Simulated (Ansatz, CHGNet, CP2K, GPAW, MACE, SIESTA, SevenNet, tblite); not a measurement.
# Liquid Cu at 1420 K (97 atoms) in SIESTA, part 2 of 2

How do the settings of SIESTA change the result for liquid Cu at 1420 K (97 atoms)? A plane-wave run serves as the yardstick.

Program: SIESTA 5.4.2; the method stands at each step. Banners, paths, timers and routine set-up lines are dropped from the logs unmarked, and long logs keep their key lines alone; longer cuts are marked. The potentials were converted by us to PSML.

So far. Step 2 (PBE, DZP, shift 0.01 Ry, mesh 500 Ry): Forces lie 9.1 % from the reference's, at 1.7 times its CPU time. Step 3 (PBE, SZP, shift 0.01 Ry, mesh 500 Ry): Against the first run (9.1 %), the force difference from the reference is 7.9 %, at 0.75 times the CPU time, with 1261 basis functions against 1843: size alone doesn't set the difference here.

In doubt: a PseudoDojo file used here is known to give poor structures and forces (steps 2, 3, 4), which bears on pressures, cells, forces and phonons.

### Step 4. PBE, DZP, shift 0.01 Ry, mesh 100 Ry

Method: Kohn-Sham DFT, PBE, PseudoDojo 0.4.1 norm-conserving pseudopotentials (converted to PSML), numerical atomic orbitals (DZP), diagonalisation.

input.fdf reads:

```
SystemLabel cell
NumberOfAtoms 97
NumberOfSpecies 1
%block ChemicalSpeciesLabel
  1 29 Cu
%endblock ChemicalSpeciesLabel
LatticeConstant 1.0 Ang
%block LatticeVectors
  10.87110 0.00000 0.00000
  0.00000 10.87110 0.00000
  0.00000 0.00000 10.87110
%endblock LatticeVectors
PAO.BasisSize DZP
PAO.EnergyShift 0.01 Ry
XC.Functional GGA
XC.Authors PBE
MeshCutoff 100 Ry
%block kgrid_Monkhorst_Pack
  1 0 0 0.0
  0 1 0 0.0
  0 0 1 0.0
%endblock kgrid_Monkhorst_Pack
SolutionMethod diagon
OccupationFunction FD
ElectronicTemperature 580 K
SCF.Mixer.Method Pulay
SCF.Mixer.Weight 0.05
SCF.Mixer.History 8
SCF.Mix Hamiltonian
MaxSCFIterations 300
SCF.DM.Tolerance 1e-04
SCF.H.Tolerance 1.0e-3 eV
WriteForces T
Write.HirshfeldPop T
Write.VoronoiPop T
Write.DM F
Write.H F
XML.Write F
AtomicCoordinatesFormat Fractional
%block AtomicCoordinatesAndAtomicSpecies
[... 97 atom lines left out: the same atoms as in the first run ...]
%endblock AtomicCoordinatesAndAtomicSpecies
```

The run is started by

```console
OMP_NUM_THREADS=1 mpirun -np 4 siesta < input.fdf > output.txt
```

The program printed:

```text
Version         : 5.4.2
reinit: System Name:
reinit: System Label: cell
initatom: Reading input for the pseudopotentials and atomic orbitals ----------
Species number:   1 Atomic number:   29 Label: Cu
Ground state valence configuration (from tables):   4s01  4p00  3d10  4f00
---- Processing specs for species: Cu
GGA--PBE XC_GGA_X_PBE--XC_GGA_C_PBE pb
[... lines left out ...]
        iscf     Eharris(eV)        E_KS(eV)     FreeEng(eV)     dDmax    Ef(eV) dHmax(eV)
[... lines left out ...]
SCF Convergence by DM+H criterion
[... lines left out ...]
SCF cycle converged after 23 iterations
[... lines left out ...]
   Max    4.966557
[... lines left out ...]
   Max    4.966557    constrained
Stress tensor Voigt[x,y,z,yz,xz,xy] (kbar):       -3.97       17.57       -1.46       -1.40       -9.16        9.69
[... lines left out ...]
siesta: FreeEng =   -500319.426492
[... lines left out ...]
siesta:         Fermi =      -1.306138
[... lines left out ...]
siesta:     0.006047    0.010964   -0.000875
siesta:    -0.005717   -0.000875   -0.000913
siesta: Cell volume =       1284.755460 Ang**3
siesta: Pressure (static):
siesta:                Solid            Molecule  Units
siesta:          -0.00002749          0.00013873  Ry/Bohr**3
siesta:          -0.00252417          0.01273789  eV/Ang**3
siesta:          -4.04416185         20.40834261  kBar
    Orbital volume contribution        =          52.304591 eV
    (Free)E + p_basis*V_orbitals       =     -500267.121901 eV
    (Free)Eharris+ p_basis*V_orbitals  =     -500267.121948 eV
Hirshfeld Atomic Populations:
Atom #   charge [q] valence [e]  Species
     1    -0.003888   19.003888  Cu
     2    -0.005854   19.005854  Cu
     3    -0.011852   19.011852  Cu
[...]
--------------------
 Total    -0.000246
Voronoi Atomic Populations:
Atom #   charge [q] valence [e]  Species
[...]
96    -0.007822   19.007822  Cu
    97     0.007486   18.992514  Cu
--------------------
 Total    -0.000265
```

Run time: 63 s. Hardware: 4 MPI ranks of Arm Neoverse V1, shared host; peak memory 1.2 GiB.

Numbers from this run, and their distance from the reference:

* r.m.s. force component: 1.129 eV/Å
* r.m.s. difference of force components: 127.7 meV/Å
* longest difference of force vectors: 404.5 meV/Å
* force difference over r.m.s. force: 11.7 %
* slope of forces against the reference's: 1.028
* correlation of force components: 0.994
* pressure: -0.4044 GPa
* pressure difference: -3.711 GPa
* energy less the same-level run's: -38.06 meV/atom
* r.m.s. force difference from the same-level run: 96.19 meV/Å

This is a coarse setting, run to see what it loses.

Against the first run (9.1 %), the force difference from the reference is 12 %, at 0.35 times the CPU time: the grid matters here.

The forces add up to 2.0 eV/Å instead of zero, usually a sign of too coarse a grid.

### Step 5. Side by side

Differences are against the plane-wave reference, forces as r.m.s. over components; share is that over the reference's r.m.s. force, slope the least-squares factor from reference forces to these. Total energies of different programs have different zeros and aren't compared.

```tsv
run	Δ force, r.m.s. (meV/Å)	share (%)	slope	Δ pressure (GPa)	cores	CPU time	memory (GiB)
reference	-	-	-	-	4	7 min	3.3
SIESTA PBE, DZP, shift 0.01 Ry, mesh 500 Ry	98.8	9.06	1.026	-4.62	4	12 min	2.6
SIESTA PBE, SZP, shift 0.01 Ry, mesh 500 Ry (coarse)	86.5	7.92	1.051	-9.42	4	8.9 min	2.3
SIESTA PBE, DZP, shift 0.01 Ry, mesh 100 Ry (coarse)	128	11.7	1.028	-3.71	4	4.2 min	1.2
```

Rows marked coarse were listed beforehand as settings not expected to be converged; some can still land near the reference.

CPU time is summed over cores on a shared host, where runs went side by side, so it is rough. Symmetry, cutoffs, thresholds, outputs and thread counts weren't matched or tuned between programs; memory under MPI is the largest rank's times the ranks.

Within one program, basis, potentials and functional, energies share a zero. Each run against its twin at the usual cutoff or grid and solver:

```tsv
run	twin	Δ energy (meV/atom)	Δ force, r.m.s. (meV/Å)	CPU time over the twin's
SIESTA PBE, DZP, shift 0.01 Ry, mesh 100 Ry	DZP, shift 0.01 Ry, mesh 500 Ry	-38.1	96.2	0.35
```

### Step 6. Outcome

* nearest in forces: SIESTA PBE, SZP, shift 0.01 Ry, mesh 500 Ry (coarse), 7.9 %
* its CPU time: 8.9 min

In words: The PBE run in local orbitals, coarse settings apart, differs by 9.1 % (SIESTA PBE, DZP, shift 0.01 Ry, mesh 500 Ry); basis, grid and potentials can all enter. Runs with settings chosen to be coarse differ by 7.9 % (SIESTA PBE, SZP, shift 0.01 Ry, mesh 500 Ry) to 12 % (SIESTA PBE, DZP, shift 0.01 Ry, mesh 100 Ry), their programs' other errors included. None of the electronic-structure runs in the table takes under half the reference's CPU time of 7 min; they take 0.60 to 1.7 times as much. SIESTA PBE, SZP, shift 0.01 Ry, mesh 500 Ry lies nearer than a larger basis of the same program, likely by a cancellation of errors. In pressure, SIESTA PBE, SZP, shift 0.01 Ry, mesh 500 Ry misses by -9.4 GPa, at the same functional. A potential file of the SIESTA runs is in doubt, which bears on their forces and pressure. The frame stands for 1420 K, but pressures are static and levels are smeared at 580 K, under the temperature of the frame, which matters where levels are partly filled. The electron count is odd in these runs, and they have no spin polarisation, so the unpaired electron is spread evenly over both spins. The network of bonds at the start is that of the classical potential that made the cell, and needn't be the one that DFT or experiment would give. The electron count is odd and the run has no spin polarisation, so levels at the top are partly filled by construction. The electronic-structure runs sample only Γ, in a cell whose shortest periodic width is 11 Å, which is coarse for a cell with partly filled levels.

[Also dropped from logs without a mark: logging warnings of Python, and SIESTA's first energy breakdown and zero terms.]

[Logs are printed without paths, hosts, clocks, repeated set-up lines and the standing remarks that a program may print on its own settings, such as how far it seeks lower states.]

[Hosts, paths, dates, database ids (printed as entryN), source tags and the programs' standing remarks are cut or masked in the printed files.]
